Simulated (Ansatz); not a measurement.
# BaSrF4: complex band structure, part 2 of 4

A new crystal, BaSrF4: structure, gap and complex bands. It is built by putting F for I, Sr for Ca in the BaCaI4 structure of space group P2/m, with the volume rescaled by atomic radii. The parent structure comes from the Materials Project.

Ansatz 0.2.0; r2SCAN DFT, plane waves, PAW files (the session's first sound run).

So far. Step 2 (Relaxing the new crystal): The largest force component on a free atom ends at 7.9e-4 eV/Å.

The structure was built from a prototype and need not be the compound's stable phase.

**3. Band edges**

The energy window and the wavevectors of the next steps follow from the band edges, so these are searched first, off the mesh as well.

Input file input.yaml:

```yaml
crystal:
  lattice:
    - [4.1470849737, 0.0, -0.3525975393]
    - [0.0, 3.8892581723, 0.0]
    - [-0.4553897305, 0.0, 7.1520412253]
  atoms:
    - { symbol: Ba, position: [0.0, 0.5, 0.5] }
    - { symbol: Sr, position: [0.0, 0.0, 0.0] }
    - { symbol: F, position: [0.2597686683, 0.0, 0.3315138601] }
    - { symbol: F, position: [0.2201025157, 0.5, 0.8565727731] }
    - { symbol: F, position: [0.7798974843, 0.5, 0.1434272269] }
    - { symbol: F, position: [0.7402313317, 0.0, 0.6684861399] }
kpoints:
  mp_grid: { grid: [4, 6, 4] }
  band_path: { path: [VBM, CBM], npoints: 30 }
scf:
  occupations: { method: fixed }
hamiltonian:
  xc: r2scan
output:
  eigenvalues: true
  write_potential: true
  write_density: true
  volumetric_format: npy
```

Started as:

```console
> ansatz run input.yaml --threads 2 --pin off --max-ram 4096MiB --backend cpu --events-out ev --progress --plain --runs-dir out
```

Numbers of over 12 decimals in the logs are rounded to 6 here.

Output:

```text
[...]
Crystal: 6 atoms, lattice volume = 114.731 Å³
Basis set: ecut = 500 eV, 2911 PW (Γ), exchange–correlation on 128×120×216 points (64 copies of the dense FFT grid, shifted against one another)
Bands: 30, of which v1, the nominal top of the filled ones, is band 24 counted from 1 (23 counted from 0)
Symmetry: 4 space group operations
[...]
k-points: 40 of 96
[...]
SCF iter   1: F=—  HF=-12770.712137 eV  |F-HF|=—  |Δ(HF+E_count)|=         —  Δρ=9.29e-3  dr2=1.07e-1  dr2_τ=1.34e-1  ethr=1.77e-3  ⟨swp⟩=5.5  Hψ=5489  notcnv=0  defer=148
[...]
SCF iter   7: F=-12770.878354 eV  HF=-12770.878354 eV  |F-HF|=5.02e-8  |Δ(HF+E_count)|=   8.77e-8  Δρ=6.37e-6  dr2=4.93e-8  dr2_τ=5.96e-9  ethr=2.08e-10  ⟨swp⟩=12.0  Hψ=7127  notcnv=0
SCF 1 converged in 7 iterations: F = -12770.878354 eV  dr2 = 4.93e-8
[...]
NSCF: frozen V_eff on 80 k-points
[...]
SCF converged after 7 iterations
Free energy (F): -12770.878354 eV
[...]
Internal energy: -12770.878354 eV  (E = F + TS)
E sigma→0 (E₀):  -12770.878354 eV
Fermi energy:    2.410178 eV
[...]
--- Band table (eV; the first three rows and the last of 40) ---
  k-point 0: bands = [... 20 lower, 1.9421, 1.9776, 2.1362, 2.3892, 8.9450, 9.5396, 10.6877, 12.0682, ... 2 higher]
  k-point 1: bands = [... 20 lower, 1.8697, 1.9557, 2.0217, 2.2590, 9.1482, 9.5929, 10.5245, 12.0012, ... 2 higher]
  k-point 2: bands = [... 20 lower, 1.8834, 1.8983, 1.9128, 2.1475, 9.3534, 9.7689, 10.2239, 11.9521, ... 2 higher]
  k-point 39: bands = [... 20 lower, 2.0152, 2.1007, 2.1331, 2.3822, 10.3844, 11.3840, 12.7258, 12.8030, ... 2 higher]
```

It took 13 s on 2 threads of AMD EPYC 9R45 (Zen 5), shared host; peak memory 0.67 GiB.

Numbers from this step:

```
Fermi energy        : 2.410 eV
gap on the k-mesh   : 6.535 eV
gap on path         : 6.533 eV, by band count; negative where bands overlap
direct gap on path  : 6.556 eV
edge places on path : 0, 0.6466 1/A along the path
```

Electronic bands along the path, in eV, zero at the Fermi level (highest filled level under fixed occupations); v1 is the highest filled band, c1 the lowest empty one:

```
  point     v4     v3     v2     v1    c1    c2
    VBM  -0.50  -0.48  -0.32   0.00  7.91  8.90
halfway  -0.52  -0.43  -0.38  -0.01  7.29  7.66
    CBM  -0.47  -0.43  -0.27  -0.02  6.53  7.13
```

The searched edges give 6.53 eV, against 6.53 eV on the mesh.

**4. Complex bands, plane (100), k-mesh 6×4×6**

This step: r2SCAN DFT, plane waves, PAW files; complex bands by layer matching along the plane's normal (Ansatz 0.2.0).

The same crystal is laid in a cell whose first two vectors span the (100) plane (indices of the standard conventional cell, whose axes can be ordered otherwise than in the bulk input). At fixed energy and wavevector in the plane the solver finds all kz, real and complex. A few wavevectors are listed, (0, 0) and (0, -0.4479) in units of the plane's reciprocal vectors; the slowest state needn't be among them.

Input file input.yaml:

```yaml
crystal:
  lattice:
    - [3.889258172, 0.0, 0.0]
    - [0.0, 7.166524506, 0.0]
    - [0.0, -0.615407377, 4.116298406]
  atoms:
    - { symbol: Ba, position: [0.5, 0.5, 0.0] }
    - { symbol: Sr, position: [0.0, 0.0, 0.0] }
    - { symbol: F, position: [0.0, 0.3315138601, 0.2597686683] }
    - { symbol: F, position: [0.5, 0.8565727731, 0.2201025157] }
    - { symbol: F, position: [0.5, 0.1434272269, 0.7798974843] }
    - { symbol: F, position: [0.0, 0.6684861399, 0.7402313317] }
kpoints:
  mp_grid: { grid: [6, 4, 6] }
scf:
  occupations: { method: fixed }
hamiltonian:
  xc: r2scan
output:
  eigenvalues: true
  transmission:
    leads: [[0, 0]]
    kpoints: [[0.0, 0.0], [0.0, -0.4479]]
    e_range: [-1.0, 7.53]
    de: 0.21
```

Output:

```text
[...]
Crystal: 6 atoms, lattice volume = 114.731 Å³
Basis set: ecut = 500 eV, 2911 PW (Γ), exchange–correlation on 120×216×128 points (64 copies of the dense FFT grid, shifted against one another)
Bands: 30, of which v1, the nominal top of the filled ones, is band 24 counted from 1 (23 counted from 0)
Symmetry: 4 space group operations
[...]
k-points: 56 of 144
[...]
SCF iter   1: F=—  HF=-12770.712012 eV  |F-HF|=—  |Δ(HF+E_count)|=         —  Δρ=9.27e-3  dr2=1.06e-1  dr2_τ=1.34e-1  ethr=1.77e-3  ⟨swp⟩=5.7  Hψ=7681  notcnv=0  defer=207
[...]
SCF iter   7: F=-12770.878347 eV  HF=-12770.878347 eV  |F-HF|=3.86e-8  |Δ(HF+E_count)|=   7.67e-8  Δρ=6.31e-6  dr2=4.92e-8  dr2_τ=5.98e-9  ethr=2.08e-10  ⟨swp⟩=11.7  Hψ=10167  notcnv=0
SCF 1 converged in 7 iterations: F = -12770.878347 eV  dr2 = 4.92e-8
[...]
transmission: 8 of 16 steps passed
transmission: 16 of 16 steps passed
SCF converged after 7 iterations
Free energy (F): -12770.878347 eV
[...]
Internal energy: -12770.878347 eV  (E = F + TS)
E sigma→0 (E₀):  -12770.878347 eV
Fermi energy:    2.410238 eV
[...]
--- Band table (eV; the first three rows and the last of 56) ---
  k-point 0: bands = [... 20 lower, 1.9421, 1.9777, 2.1363, 2.3892, 8.9450, 9.5396, 10.6877, 12.0682, ... 2 higher]
  k-point 1: bands = [... 20 lower, 1.9550, 1.9792, 2.0904, 2.2963, 9.4971, 9.9394, 10.8008, 11.9689, ... 2 higher]
  k-point 2: bands = [... 20 lower, 1.9159, 1.9396, 2.0764, 2.2146, 10.2906, 10.9701, 11.3275, 12.0285, ... 2 higher]
  k-point 55: bands = [... 20 lower, 2.0152, 2.1007, 2.1331, 2.3823, 10.3844, 11.3840, 12.7258, 12.8030, ... 2 higher]
--- Transmission ---
  basis      : 289 plane waves across, 8 finite elements along
  points     : 2, as listed
  energies   : 41 from -1.000000 to 7.400000 eV about the Fermi level, 0.210000 eV apart; the leads are filled to 3.267377 eV, and channels, transmission and decay are at 3.200000 eV
  crystal 0  : F4Ba1Sr1, at the sites [0, 0], period 4.1163 Å: whole cells are its period
    offset         : up to 0.0000 Å between an atom of the period and one for which it stands
    channels       : 0.000000e0 a spin
    conductance    : none, the energies end too early or step too widely for 300 K: set another output.transmission.e_range or a lower de, or, where they end at an eighth of basis.ecutwfc, a higher one
    slowest decay  : 0.5365 /Å at (0.0000, 0.0000)
```

The job ended after 21 s (2 threads; peak memory 1 GiB).

This step gave:

| Quantity | Value |
| --- | --- |
| free energy | -12770.8783 eV |
| level to which the leads are filled | 3.267 eV from the Fermi level |
| decay constant at the filling level, zone centre | 0.5365 Å⁻¹ |
| decay constant at the filling level, slowest listed point | 0.5365 Å⁻¹ |

K parallel (0, 0); values up to 1.5 1/Å, a degenerate pair printed once or twice; energies at which all values exceed this have no row. The Im kz of the slowest decaying states by energy, zero at the highest filled level on the SCF mesh:

```
energy (eV)  decay 1 (Å⁻¹)  decay 2 (Å⁻¹)  decay 3 (Å⁻¹)  decay 4 (Å⁻¹)
      -1.00          0.254          0.538          0.739          0.807
      -0.58          0.129          0.182          0.291          0.342
      -0.37         0.0406          0.237          0.358          0.589
       0.05          0.192          0.508          0.574          0.715
       0.26          0.344          0.612          0.717          0.786
       0.68          0.471          0.744          0.879          0.901
       1.10          0.531          0.805          0.901          0.944
       1.31          0.548          0.808          0.910          0.971
       1.73          0.566          0.789          0.933           1.02
       1.94          0.570          0.777          0.941           1.01
       2.36          0.567          0.750          0.948          0.983
       2.78          0.555          0.722          0.942          0.950
       2.99          0.547          0.707          0.930          0.945
       3.41          0.525          0.676          0.904          0.935
       3.62          0.512          0.660          0.891          0.930
       4.04          0.482          0.625          0.865          0.899
       4.46          0.446          0.586          0.838          0.865
       4.67          0.426          0.565          0.823          0.846
       5.09          0.380          0.519          0.793          0.806
       5.30          0.354          0.494          0.776          0.785
       5.72          0.292          0.438          0.737          0.740
       6.14          0.206          0.371          0.682          0.699
       6.35          0.142          0.332          0.651          0.676
       6.77          0.229          0.579          0.623          0.766
       6.98          0.149          0.536          0.592          0.748
       7.40          0.423          0.517          0.708          0.739
```

K parallel (0, -0.4479); values up to 1.5 1/Å, a degenerate pair printed once or twice; energies at which all values exceed this have no row. Table of Im kz of the slowest decaying states by energy, zero at the highest filled level on the SCF mesh:

```
energy (eV)  decay 1 (Å⁻¹)  decay 2 (Å⁻¹)  decay 3 (Å⁻¹)  decay 4 (Å⁻¹)
      -1.00         0.0151         0.0361         0.0805          0.294
      -0.58         0.0896          0.186          0.206          0.913
      -0.16          0.206          0.427          0.447          0.560
       0.05          0.223          0.254          0.543          0.563
       0.26          0.425          0.450          0.625          0.644
       0.68          0.621          0.651          0.752          0.765
       1.10          0.751          0.779          0.785          0.855
       1.52          0.731          0.854          0.890          0.895
       1.94          0.699          0.869          0.910          0.943
       2.36          0.670          0.838          0.887          0.976
       2.78          0.640          0.795          0.874          0.974
       3.20          0.610          0.751          0.861          0.968
       3.62          0.577          0.710          0.842          0.958
       4.04          0.542          0.669          0.819          0.945
       4.46          0.504          0.626          0.793          0.929
       4.88          0.462          0.581          0.763          0.911
       5.30          0.415          0.532          0.728          0.890
       5.72          0.361          0.477          0.688          0.838
       6.14          0.294          0.414          0.640          0.760
       6.56          0.204          0.337          0.581          0.679
       6.98          0.232          0.503          0.586          0.775
       7.40          0.387          0.468          0.735          0.782
```

At the listed wavevectors the last open channel is at -0.16 eV and the next at +6.56 eV on the grid. At +3.20 eV, the grid energy nearest the filling level (the middle of the gap on the SCF mesh), the slowest state at the listed wavevectors decays with κ = 0.536 Å⁻¹, its amplitude falling by e over 1.9 Å. Through 1 nm of this crystal that state's transmission falls by exp(−2 × 0.536 Å⁻¹ × 10 Å) = 2.2e-5.

**5. Decay over the two-dimensional zone**

The listed points could miss the slowest state, so one energy near mid-gap is solved on a mesh of 8×4.

input.yaml: that of step 4 with these lines changed.

```diff
@@ -20,6 +20,2 @@
   eigenvalues: true
-  transmission:
-    leads: [[0, 0]]
-    kpoints: [[0.0, 0.0], [0.0, -0.4479]]
-    e_range: [-1.0, 7.53]
-    de: 0.21
+  transmission: { leads: [[0, 0]], kmesh: [8, 4], e_range: [3.27, 3.28], de: 0.05 }
```

Output:

```text
[...]
Crystal: 6 atoms, lattice volume = 114.731 Å³
Basis set: ecut = 500 eV, 2911 PW (Γ), exchange–correlation on 120×216×128 points (64 copies of the dense FFT grid, shifted against one another)
Bands: 30, of which v1, the nominal top of the filled ones, is band 24 counted from 1 (23 counted from 0)
Symmetry: 4 space group operations
[...]
k-points: 56 of 144
[...]
SCF iter   1: F=—  HF=-12770.712012 eV  |F-HF|=—  |Δ(HF+E_count)|=         —  Δρ=9.27e-3  dr2=1.06e-1  dr2_τ=1.34e-1  ethr=1.77e-3  ⟨swp⟩=5.7  Hψ=7681  notcnv=0  defer=207
[...]
SCF iter   7: F=-12770.878347 eV  HF=-12770.878347 eV  |F-HF|=3.86e-8  |Δ(HF+E_count)|=   7.67e-8  Δρ=6.31e-6  dr2=4.92e-8  dr2_τ=5.98e-9  ethr=2.08e-10  ⟨swp⟩=11.7  Hψ=10167  notcnv=0
SCF 1 converged in 7 iterations: F = -12770.878347 eV  dr2 = 4.92e-8
[...]
transmission: 16 of 120 steps passed
transmission: 32 of 120 steps passed
[...]
transmission: 120 of 120 steps passed
SCF converged after 7 iterations
Free energy (F): -12770.878347 eV
[...]
Internal energy: -12770.878347 eV  (E = F + TS)
E sigma→0 (E₀):  -12770.878347 eV
Fermi energy:    2.410238 eV
[...]
--- Band table (eV; the first three rows and the last of 56) ---
  k-point 0: bands = [... 20 lower, 1.9421, 1.9777, 2.1363, 2.3892, 8.9450, 9.5396, 10.6877, 12.0682, ... 2 higher]
  k-point 1: bands = [... 20 lower, 1.9550, 1.9792, 2.0904, 2.2963, 9.4971, 9.9394, 10.8008, 11.9689, ... 2 higher]
  k-point 2: bands = [... 20 lower, 1.9159, 1.9396, 2.0764, 2.2146, 10.2906, 10.9701, 11.3275, 12.0285, ... 2 higher]
  k-point 55: bands = [... 20 lower, 2.0152, 2.1007, 2.1331, 2.3823, 10.3844, 11.3840, 12.7258, 12.8030, ... 2 higher]
--- Transmission ---
  basis      : 289 plane waves across, 8 finite elements along
  points     : 15, standing for a mesh of 8 x 4
  energies   : 1 from 3.270000 to 3.270000 eV about the Fermi level; the leads are filled to 3.267377 eV, and channels, transmission and decay are at 3.270000 eV
  crystal 0  : F4Ba1Sr1, at the sites [0, 0], period 4.1163 Å: whole cells are its period
[...]
channels       : 0.000000e0 a spin
    conductance    : none, crystal 0 has no channel at the energies, or these end too early or step too widely for 300 K: set another output.transmission.e_range or a lower de, or, where they end at an eighth of basis.ecutwfc, a higher one
    slowest decay  : 0.5328 /Å at (0.0000, 0.0000)
```

Elapsed: 15 s, on 2 threads; peak memory 1.1 GiB; 29 s of CPU time.

This step gave:

* least decay constant on the mesh: 0.5328 Å⁻¹

Slowest decay constant (1/Å; 0 where a channel is open) over k1 and k2. At 3.2700 eV from the Fermi level.

Ten even steps from '0' (0.533) to '9' (0.648):
```
88963698
78830388
88963698
89976799
```
Columns: k1 (b1) from -0.5 to 0.375; rows upwards: k2 (b2) from -0.5 to 0.25.

The least value on the mesh is 0.533 Å⁻¹ at +3.27 eV. At that energy the listed points give about 0.533 Å⁻¹ by interpolation, so the mesh holds no clearly slower state.

(Part 2 of 4 ends here.)

[Logs are printed without paths, hosts, clocks, repeated set-up lines and the standing remarks that a program may print on its own settings, such as how far it seeks lower states.]

[Hosts, paths, dates, database ids (printed as entryN), source tags and the programs' standing remarks are cut or masked in the printed files.]
